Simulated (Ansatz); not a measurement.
# The perfect W wire along [111], 37 atoms a period

Aim: is the W wire along [111], 37 atoms a period a metal or a semiconductor?

Main program and level: Ansatz 0.2.0; DFT PBE, plane waves, PAW; relaxation of a wire's period; PAW set soft_1, in the first sound run; inputs show where later runs differ.

**1. Set-up**

The cell holds 37 atoms: 37 W. Cell: a = 20.249 Å, b = 22.330 Å, c = 2.745 Å, α = 90.0°, β = 90.0°, γ = 90.0°. Vacuum lies along a and b. The structure's axis is c.

**2. Relaxation of atoms and period**

Band widths follow the bond lengths, so the wire is relaxed first. The atoms and the third cell vector are free; the box across stays fixed as vacuum. A Fermi-Dirac smearing is set since the result may be a metal. The pressure printed is a third of the stress's trace over the whole box, vacuum included; only the stress along the axis is relaxed.

Contents of input.yaml:

```yaml
crystal:
  lattice:
    - [20.249, 0.0, 0.0]
    - [0.0, 22.33, 0.0]
    - [0.0, 0.0, 2.74530053]
  atoms:
    - { symbol: W, position: [0.167909526, 0.326128134, 0.0] }
    - { symbol: W, position: [0.167909526, 0.67386134, 0.0] }
    - { symbol: W, position: [0.278607758, 0.499994737, 0.0] }
    - { symbol: W, position: [0.38930599, 0.67386134, 0.0] }
    - { symbol: W, position: [0.500004222, 0.499994737, 0.0] }
    - { symbol: W, position: [0.500004222, 0.847727943, 0.0] }
    - { symbol: W, position: [0.610702454, 0.67386134, 0.0] }
    - { symbol: W, position: [0.167909526, 0.442039203, 0.333333333] }
    - { symbol: W, position: [0.278607758, 0.2681726, 0.333333333] }
    - { symbol: W, position: [0.278607758, 0.615905806, 0.333333333] }
    - { symbol: W, position: [0.38930599, 0.442039203, 0.333333333] }
    - { symbol: W, position: [0.38930599, 0.789772409, 0.333333333] }
    - { symbol: W, position: [0.500004222, 0.2681726, 0.333333333] }
    - { symbol: W, position: [0.500004222, 0.615905806, 0.333333333] }
    - { symbol: W, position: [0.610702454, 0.442039203, 0.333333333] }
    - { symbol: W, position: [0.610702454, 0.789772409, 0.333333333] }
    - { symbol: W, position: [0.721400686, 0.2681726, 0.333333333] }
    - { symbol: W, position: [0.721400686, 0.615905806, 0.333333333] }
    - { symbol: W, position: [0.832098917, 0.442039203, 0.333333333] }
    - { symbol: W, position: [0.167909526, 0.557950272, 0.666666667] }
    - { symbol: W, position: [0.278607758, 0.384083669, 0.666666667] }
    - { symbol: W, position: [0.278607758, 0.731816875, 0.666666667] }
    - { symbol: W, position: [0.38930599, 0.210217066, 0.666666667] }
    - { symbol: W, position: [0.38930599, 0.557950272, 0.666666667] }
    - { symbol: W, position: [0.500004222, 0.384083669, 0.666666667] }
    - { symbol: W, position: [0.500004222, 0.731816875, 0.666666667] }
    - { symbol: W, position: [0.610702454, 0.210217066, 0.666666667] }
    - { symbol: W, position: [0.610702454, 0.557950272, 0.666666667] }
    - { symbol: W, position: [0.721400686, 0.384083669, 0.666666667] }
    - { symbol: W, position: [0.721400686, 0.731816875, 0.666666667] }
    - { symbol: W, position: [0.832098917, 0.557950272, 0.666666667] }
    - { symbol: W, position: [0.38930599, 0.326128134, 0.0] }
    - { symbol: W, position: [0.500004222, 0.152261532, 0.0] }
    - { symbol: W, position: [0.610702454, 0.326128134, 0.0] }
    - { symbol: W, position: [0.721400686, 0.499994737, 0.0] }
    - { symbol: W, position: [0.832098917, 0.326128134, 0.0] }
    - { symbol: W, position: [0.832098917, 0.67386134, 0.0] }
kpoints:
  mp_grid: { grid: [1, 1, 30] }
scf:
  occupations: { method: fermi_dirac, width: 0.05 }
hamiltonian:
  xc: pbe
  pseudopotentials: { kind: paw, azcp: { folder: soft_1 } }
relax:
  cell: { fix: [a, b, alpha, beta, gamma] }
  max_steps: 45
  f_tol: 0.03
```

The run is started by

```console
ansatz run input.yaml --threads 16 --pin off --max-ram 61440MiB --backend cuda --events-out ev --progress --plain --runs-dir out --max-vram 78GiB
```

Numbers of over 12 decimals in the logs are rounded to 6 here.

The log of the run:

```text
Engine: ansatz 0.2.0, aarch64-unknown-linux-gnu
Pseudopotentials: kind: paw
Pseudopotential: W, paw, valence charge 14, recommended cutoff 420 eV (normal), soft_1/W.paw.azcp
Functional definition: PBE
  parameter kappa = 0.804
  parameter beta = 0.066725
  exchange = pbe_x(kappa = kappa, mu = beta*pi^2/3)
  correlation = pbe_c(beta = beta)
[...]
Crystal: 37 atoms, lattice volume = 1241.316 Å³
Basis set: ecut = 420 eV, 24409 PW (Γ), exchange–correlation on 288×300×40 points (8 copies of the dense FFT grid, shifted against one another)
Bands: 311, of which v1, the nominal top of the filled ones, is band 259 counted from 1 (258 counted from 0)
Symmetry: 4 space group operations
Space group: P2/m (ITA 10), of the structure as read, at distance tolerance 1.1e-4 Å
k-points: 16 of 30
Non-local potential: W, projectors of the file, l = 0: 3, l = 1: 2, l = 2: 2, l = 3: 1
PAW form: soft (Blöchl's): semilocal exchange-correlation on the pseudo side does not see the compensation charge
PAW one-centre angular grid: W, 590 points (default); XC on 64 Gauss nodes
Initial density: superposition of atomic densities (neutral atoms: chi_scale 0, normalization atom)
Initial wavefunctions: pseudopotential atomic-orbital guess
[...]
Functional: x = pbe(κ = 0.804, μ = 0.219515), c = pbe(β = 0.066725)
SCF iter   1: F=—  HF=-384266.227016 eV  |F-HF|=—  |Δ(HF+E_count)|=         —  Δρ=5.01e-2  dr2=2.56e2  ethr=3.10e-3  ⟨swp⟩=9.8  Hψ=24038  notcnv=0  defer=12
preconditioner: auto → LDOS  [metal: Δε(μ)=0.026 eV  Ē_g=4.867 eV  σ=0.050 eV  W_gap=0.13  n_scr=228 (ndim 8)  ℏωp=15.7 eV  f_vac=0.416  D(μ)=31.50/eV (n_scr^D=162)  β→1.0]
SCF iter   2: F=—  HF=-384255.248006 eV  |F-HF|=—  |Δ(HF+E_count)|=    1.10e1  Δρ=3.41e-2  dr2=8.53e1  ethr=3.10e-3  ⟨swp⟩=4.9  Hψ=13013  notcnv=0  defer=222
[...]
SCF iter  12: F=-384247.184922 eV  HF=-384247.184922 eV  |F-HF|=4.38e-8  |Δ(HF+E_count)|=   1.64e-7  Δρ=1.55e-6  dr2=8.68e-8  ethr=1.93e-11  ⟨swp⟩=5.3  Hψ=15984  notcnv=0
SCF 1 converged in 12 iterations: F = -384247.184922 eV  dr2 = 8.68e-8
  greatest PAW one-centre occupation: 0.999 electrons in one spin orbital (limit 2), on the W atom at site 4 (counted from 0), in its partial waves of l = 0
relax step   1: F+E_penalty+E_count = -384247.18492240 eV  Δ(F+E_penalty+E_count) = +0.000e0 eV  max|allowed force component| = 1.731e0 eV/Å  Δτ_max = 0.0000 Å  P = -4.372 GPa  Ω = 1241.316 Å³  fix = [a, b, alpha, beta, gamma]  reactions: a -3.981, b -3.978 GPa; alpha +0.003 GPa/rad  (12 SCF iters, dr2 threshold 1.00e-7 eV, accepted)
[...]
Crystal: 37 atoms, lattice volume = 1203.192 Å³
Basis set: ecut = 420 eV, 23637 PW (Γ), exchange–correlation on 288×300×40 points (8 copies of the dense FFT grid, shifted against one another)
[...]
iter 1 solved again at ethr=1.22e-3 eV; its pass at ethr=3.10e-3 eV (dr2=6.32e0 eV) is discarded
SCF iter   1: F=—  HF=-384248.279714 eV  |F-HF|=—  |Δ(HF+E_count)|=         —  Δρ=1.43e-2  dr2=6.40e0  ethr=1.22e-3  ⟨swp⟩=8.3  Hψ=27923  notcnv=0  defer=25
preconditioner: auto → LDOS  [metal: Δε(μ)=0.000 eV  Ē_g=4.777 eV  σ=0.050 eV  W_gap=0.00  n_scr=208 (ndim 8)  ℏωp=16.0 eV  f_vac=0.438  D(μ)=25.52/eV (n_scr^D=140)  β→1.0]
SCF iter   2: F=—  HF=-384248.223763 eV  |F-HF|=—  |Δ(HF+E_count)|=   5.60e-2  Δρ=9.42e-3  dr2=4.56e0  ethr=1.22e-3  ⟨swp⟩=4.5  Hψ=9286  notcnv=0  defer=236
[...]
SCF iter   8: F=-384247.441594 eV  HF=-384247.441594 eV  |F-HF|=9.44e-7  |Δ(HF+E_count)|=   3.82e-6  Δρ=6.78e-6  dr2=1.63e-6  ethr=7.14e-10  ⟨swp⟩=5.0  Hψ=16355  notcnv=0
SCF 2 converged in 8 iterations: F = -384247.441594 eV  dr2 = 1.63e-6
  greatest PAW one-centre occupation: 0.999 electrons in one spin orbital (limit 2), on the W atom at site 25 (counted from 0), in its partial waves of l = 0
relax step   2: F+E_penalty+E_count = -384247.44159355 eV  Δ(F+E_penalty+E_count) = -2.567e-1 eV  max|allowed force component| = 2.011e0 eV/Å  Δτ_max = 0.1949 Å  P = +4.516 GPa  Ω = 1203.192 Å³  energy of the carried Pulay correction = +9.934e-3 eV  fix = [a, b, alpha, beta, gamma]  reactions: a +3.554, b +3.561 GPa; alpha +0.002 GPa/rad  (8 SCF iters, dr2 threshold 3.70e-6 eV, accepted)
[...]
Crystal: 37 atoms, lattice volume = 1223.939 Å³
[...]
SCF 3 converged in 7 iterations: F = -384248.517331 eV  dr2 = 3.39e-6
[...]
SCF 4 converged in 6 iterations: F = -384248.619129 eV  dr2 = 3.66e-6
[...]
SCF 5 converged in 7 iterations: F = -384248.732041 eV  dr2 = 5.23e-7
[...]
SCF 6 converged in 6 iterations: F = -384248.737354 eV  dr2 = 2.75e-7
[...]
SCF 7 converged in 6 iterations: F = -384248.733089 eV  dr2 = 2.53e-10
[...]
SCF converged after 6 iterations
[...]
--- Relaxed structure (6 steps of the walk, 6 accepted, 1 SCFs on fresh bases) ---
  F+E_penalty+E_count = -384248.73308919 eV   max|allowed force component| = 1.826e-2 eV/Å   (the final SCF, on the basis selected at the relaxed cell)
  cell:  # Å, volume = 1224.5479 Å³
    - [20.249, 0, 0]
    - [0, 22.33, 0]
    - [0, 0, 2.708217]
  atoms:
    - { symbol: W, position: [0.174941, 0.329878, -0.030972] }
    - { symbol: W, position: [0.174941, 0.670122, 0.030972] }
    - { symbol: W, position: [0.276427, 0.5, 4.2695160108430307e-19] }
    - { symbol: W, position: [0.388204, 0.675445, -0.000100854] }
    - { symbol: W, position: [0.500000, 0.5, 4.2695160108430307e-19] }
    - { symbol: W, position: [0.500000, 0.840220, -0.031477] }
    - { symbol: W, position: [0.611796, 0.675445, -0.000100854] }
    - { symbol: W, position: [0.168271, 0.443345, 0.311387] }
    - { symbol: W, position: [0.280036, 0.267959, 0.311330] }
    - { symbol: W, position: [0.278038, 0.616122, 0.339184] }
    - { symbol: W, position: [0.389528, 0.442220, 0.336725] }
    - { symbol: W, position: [0.388324, 0.788654, 0.311019] }
    - { symbol: W, position: [0.500000, 0.267729, 0.339505] }
    - { symbol: W, position: [0.500000, 0.615578, 0.336713] }
    - { symbol: W, position: [0.610472, 0.442220, 0.336725] }
    - { symbol: W, position: [0.611676, 0.788654, 0.311019] }
    - { symbol: W, position: [0.719964, 0.267959, 0.311330] }
    - { symbol: W, position: [0.721962, 0.616122, 0.339184] }
    - { symbol: W, position: [0.831729, 0.443345, 0.311387] }
    - { symbol: W, position: [0.168271, 0.556655, 0.688613] }
    - { symbol: W, position: [0.278038, 0.383878, 0.660816] }
    - { symbol: W, position: [0.280036, 0.732041, 0.688670] }
    - { symbol: W, position: [0.388324, 0.211346, 0.688981] }
    - { symbol: W, position: [0.389528, 0.557780, 0.663275] }
    - { symbol: W, position: [0.500000, 0.384422, 0.663287] }
    - { symbol: W, position: [0.500000, 0.732271, 0.660495] }
    - { symbol: W, position: [0.611676, 0.211346, 0.688981] }
    - { symbol: W, position: [0.610472, 0.557780, 0.663275] }
    - { symbol: W, position: [0.721962, 0.383878, 0.660816] }
    - { symbol: W, position: [0.719964, 0.732041, 0.688670] }
    - { symbol: W, position: [0.831729, 0.556655, 0.688613] }
    - { symbol: W, position: [0.388204, 0.324555, 0.000100854] }
    - { symbol: W, position: [0.500000, 0.159780, 0.031477] }
    - { symbol: W, position: [0.611796, 0.324555, 0.000100854] }
    - { symbol: W, position: [0.723573, 0.5, 4.2695160108430307e-19] }
    - { symbol: W, position: [0.825059, 0.329878, -0.030972] }
    - { symbol: W, position: [0.825059, 0.670122, 0.030972] }
```

Elapsed: 15 s, on 1 × NVIDIA GB200 with 16 threads of Arm Neoverse V2, shared host; peak memory 1.6 GiB; 2 min of CPU time.

Step by step:

```csv
step,energy less that of the first step (eV),largest force component (eV/Å),pressure (GPa),volume (Å³)
1,0.0000,1.7312,-4.37,1241.32
2,-0.2567,2.0115,4.52,1203.19
3,-1.3324,0.6148,0.18,1223.94
4,-1.4342,0.4230,0.28,1225.73
5,-1.5471,0.1172,0.09,1224.72
6,-1.5524,0.0183,0.00,1224.55
7,-1.5482,0.0183,0.00,1224.55
```

The log counts 1 steps on a newly chosen plane-wave basis, not all of them marked here; energy and pressure can jump at such steps.

Forces are held to the 4 operations that the run works with; a distortion that breaks them can't arise in this run.

```csv
cell as run,before,after,change
c (Å),2.745,2.708,-1.4 %
```

The atoms that moved most (Å, along periodic axes as changes of fractional coordinates times the final cell, across vacuum about the mean position):

```csv
atom,dx,dy,dz,length
W6,0.000,-0.168,-0.085,0.188
W33,0.000,0.168,0.085,0.188
W1,0.142,0.084,-0.084,0.185
W2,0.142,-0.084,0.084,0.185
W36,-0.142,0.084,-0.084,0.185
W37,-0.142,-0.084,0.084,0.185
W12,-0.020,-0.025,-0.060,0.068
W16,0.020,-0.025,-0.060,0.068
```

The relaxed structure:

```cif
data_structure
_symmetry_space_group_name_H-M 'P 1'
_symmetry_Int_Tables_number 1
_cell_length_a 20.2490
_cell_length_b 22.3300
_cell_length_c 2.7082
_cell_angle_alpha 90.000
_cell_angle_beta 90.000
_cell_angle_gamma 90.000
_cell_volume 1224.55
loop_
_atom_site_label
_atom_site_type_symbol
_atom_site_fract_x
_atom_site_fract_y
_atom_site_fract_z
_atom_site_occupancy
W1 W 0.17494 0.32988 0.96903 1
W2 W 0.17494 0.67012 0.03097 1
W3 W 0.27643 0.50000 0.00000 1
W4 W 0.38820 0.67544 0.99990 1
W5 W 0.50000 0.50000 0.00000 1
W6 W 0.50000 0.84022 0.96852 1
W7 W 0.61180 0.67544 0.99990 1
W8 W 0.16827 0.44334 0.31139 1
W9 W 0.28004 0.26796 0.31133 1
W10 W 0.27804 0.61612 0.33918 1
W11 W 0.38953 0.44222 0.33672 1
W12 W 0.38832 0.78865 0.31102 1
W13 W 0.50000 0.26773 0.33950 1
W14 W 0.50000 0.61558 0.33671 1
W15 W 0.61047 0.44222 0.33672 1
W16 W 0.61168 0.78865 0.31102 1
W17 W 0.71996 0.26796 0.31133 1
W18 W 0.72196 0.61612 0.33918 1
W19 W 0.83173 0.44334 0.31139 1
W20 W 0.16827 0.55666 0.68861 1
W21 W 0.27804 0.38388 0.66082 1
W22 W 0.28004 0.73204 0.68867 1
W23 W 0.38832 0.21135 0.68898 1
W24 W 0.38953 0.55778 0.66328 1
W25 W 0.50000 0.38442 0.66329 1
W26 W 0.50000 0.73227 0.66050 1
W27 W 0.61168 0.21135 0.68898 1
W28 W 0.61047 0.55778 0.66328 1
W29 W 0.72196 0.38388 0.66082 1
W30 W 0.71996 0.73204 0.68867 1
W31 W 0.83173 0.55666 0.68861 1
W32 W 0.38820 0.32456 0.00010 1
W33 W 0.50000 0.15978 0.03148 1
W34 W 0.61180 0.32456 0.00010 1
W35 W 0.72357 0.50000 0.00000 1
W36 W 0.82506 0.32988 0.96903 1
W37 W 0.82506 0.67012 0.03097 1
```

Numbers from this step:

| Item | Value |
| --- | --- |
| energy at zero smearing | -384248.6378 eV |
| cell length along the wire | 2.708 Å |

The cell's length comes to 2.708 Å with spin left out.

**3. The perfect wire**

This step: DFT PBE, plane waves, PAW; bands of a perfect wire; PAW set soft_1 (Ansatz 0.2.0).

At the relaxed period the bands are computed along the axis; those that cross an energy going forward count the channels that a perfect wire would open there.

Contents of input.yaml:

```yaml
crystal:
  lattice:
    - [20.249, 0.0, 0.0]
    - [0.0, 22.33, 0.0]
    - [0.0, 0.0, 2.7082172001]
  atoms:
    - { symbol: W, position: [0.174940916, 0.329878277, 0.969028006] }
    - { symbol: W, position: [0.174940916, 0.670121723, 0.030971994] }
    - { symbol: W, position: [0.276427059, 0.5, 0.0] }
    - { symbol: W, position: [0.388203734, 0.675444757, 0.999899146] }
    - { symbol: W, position: [0.5, 0.5, 0.0] }
    - { symbol: W, position: [0.5, 0.840220362, 0.968523265] }
    - { symbol: W, position: [0.611796266, 0.675444757, 0.999899146] }
    - { symbol: W, position: [0.168271238, 0.443344814, 0.311387255] }
    - { symbol: W, position: [0.280035962, 0.26795933, 0.311329668] }
    - { symbol: W, position: [0.278038357, 0.616122084, 0.339183527] }
    - { symbol: W, position: [0.389528461, 0.442220327, 0.336724831] }
    - { symbol: W, position: [0.388324439, 0.788654226, 0.311019364] }
    - { symbol: W, position: [0.5, 0.267728711, 0.339504896] }
    - { symbol: W, position: [0.5, 0.615578165, 0.336712795] }
    - { symbol: W, position: [0.610471539, 0.442220327, 0.336724831] }
    - { symbol: W, position: [0.611675561, 0.788654226, 0.311019364] }
    - { symbol: W, position: [0.719964038, 0.26795933, 0.311329668] }
    - { symbol: W, position: [0.721961643, 0.616122084, 0.339183527] }
    - { symbol: W, position: [0.831728762, 0.443344814, 0.311387255] }
    - { symbol: W, position: [0.168271238, 0.556655186, 0.688612745] }
    - { symbol: W, position: [0.278038357, 0.383877916, 0.660816473] }
    - { symbol: W, position: [0.280035962, 0.73204067, 0.688670332] }
    - { symbol: W, position: [0.388324439, 0.211345774, 0.688980636] }
    - { symbol: W, position: [0.389528461, 0.557779673, 0.663275169] }
    - { symbol: W, position: [0.5, 0.384421835, 0.663287205] }
    - { symbol: W, position: [0.5, 0.732271289, 0.660495104] }
    - { symbol: W, position: [0.611675561, 0.211345774, 0.688980636] }
    - { symbol: W, position: [0.610471539, 0.557779673, 0.663275169] }
    - { symbol: W, position: [0.721961643, 0.383877916, 0.660816473] }
    - { symbol: W, position: [0.719964038, 0.73204067, 0.688670332] }
    - { symbol: W, position: [0.831728762, 0.556655186, 0.688612745] }
    - { symbol: W, position: [0.388203734, 0.324555243, 0.000100854] }
    - { symbol: W, position: [0.5, 0.159779638, 0.031476735] }
    - { symbol: W, position: [0.611796266, 0.324555243, 0.000100854] }
    - { symbol: W, position: [0.723572941, 0.5, 0.0] }
    - { symbol: W, position: [0.825059084, 0.329878277, 0.969028006] }
    - { symbol: W, position: [0.825059084, 0.670121723, 0.030971994] }
kpoints:
  mp_grid: { grid: [1, 1, 30] }
  band_path: { path: ["Γ", Z], npoints: 90 }
scf:
  occupations: { method: fermi_dirac, width: 0.05 }
hamiltonian:
  xc: pbe
  pseudopotentials: { kind: paw, azcp: { folder: soft_1 } }
output:
  dos: { e_range: [-5, 4] }
  write_potential: true
  write_density: true
  volumetric_format: npy
```

The log of the run:

```text
[...]
Crystal: 37 atoms, lattice volume = 1224.548 Å³
Basis set: ecut = 420 eV, 24069 PW (Γ)
Bands: 311, of which v1, the nominal top of the filled ones, is band 259 counted from 1 (258 counted from 0)
[... 1 set-up line as in the run before ...]
[...]
k-points: 16 of 30
[...]
SCF iter   1: F=—  HF=-384267.557809 eV  |F-HF|=—  |Δ(HF+E_count)|=         —  Δρ=4.93e-2  dr2=2.00e2  ethr=3.10e-3  ⟨swp⟩=10.1  Hψ=25032  notcnv=0  defer=43
[...]
SCF iter   6: F=—  HF=-384248.737803 eV  |F-HF|=—  |Δ(HF+E_count)|=   1.33e-2  Δρ=3.35e-4  dr2=2.87e-3  ethr=1.53e-5  ⟨swp⟩=2.2  Hψ=6544  notcnv=0  defer=311
[...]
SCF iter  10: F=—  HF=-384248.733063 eV  |F-HF|=—  |Δ(HF+E_count)|=   1.12e-6  Δρ=5.69e-6  dr2=6.14e-7  ethr=1.61e-9  ⟨swp⟩=2.7  Hψ=7839  notcnv=0  defer=306
[...]
SCF iter  12: F=-384248.733064 eV  HF=-384248.733064 eV  |F-HF|=5.88e-9  |Δ(HF+E_count)|=   3.55e-8  Δρ=7.05e-7  dr2=1.69e-8  ethr=1.93e-11  ⟨swp⟩=2.9  Hψ=9052  notcnv=0
SCF 1 converged in 12 iterations: F = -384248.733064 eV  dr2 = 1.69e-8
[...]
NSCF: frozen V_eff on 91 k-points
[...]
SCF converged after 12 iterations
[...]
```

Wall time 12 s (1 × NVIDIA GB200 with 16 threads); peak memory 3.3 GiB.

Reading the cycles: dr2 is the Hartree energy of the density residual (eV), the measure of convergence; HF is the Harris–Foulkes estimate of the energy, which meets the free energy F at convergence.

This step gave:

| Item | Value |
| --- | --- |
| energy at zero smearing | -384248.6377 eV |
| band gap on the path through both edges | 0 eV |

Electronic bands along the path, in eV, zero at the Fermi level; # counts the bands kept:

```csv
point,#34,#35,#36,#37,#38,#39,#40,#41
Γ,-0.29,-0.14,-0.11,-0.01,0.07,0.29,0.38,0.45
halfway,-0.61,-0.54,-0.53,-0.53,-0.44,-0.19,-0.18,-0.09
Z,0.65,0.65,0.77,0.77,0.77,0.83,0.84,0.99
```

Between Γ and Z the bands cross the Fermi level 30 times, so a perfect wire would conduct at least 30 G₀, with spin left out.

**4. Results**

* cell length, PBE: 2.708 Å
* ballistic conductance by band crossings, a lower bound, PBE: 30 G₀

Under PBE the cell's length is 2.71 Å, and the bands cross the Fermi level 30 times between Γ and Z, which gives a perfect wire at least 30 G₀ (opposite crossings within one step of the path cancel in such a count). No spin was allowed, though thin wires with open d shells can turn magnetic. Spin-orbit coupling is left out, which matters for the bands of heavy atoms.

[Logs are printed without paths, hosts, clocks, repeated set-up lines and the standing remarks that a program may print on its own settings, such as how far it seeks lower states.]

[Hosts, paths, dates, database ids (printed as entryN), source tags and the programs' standing remarks are cut or masked in the printed files.]
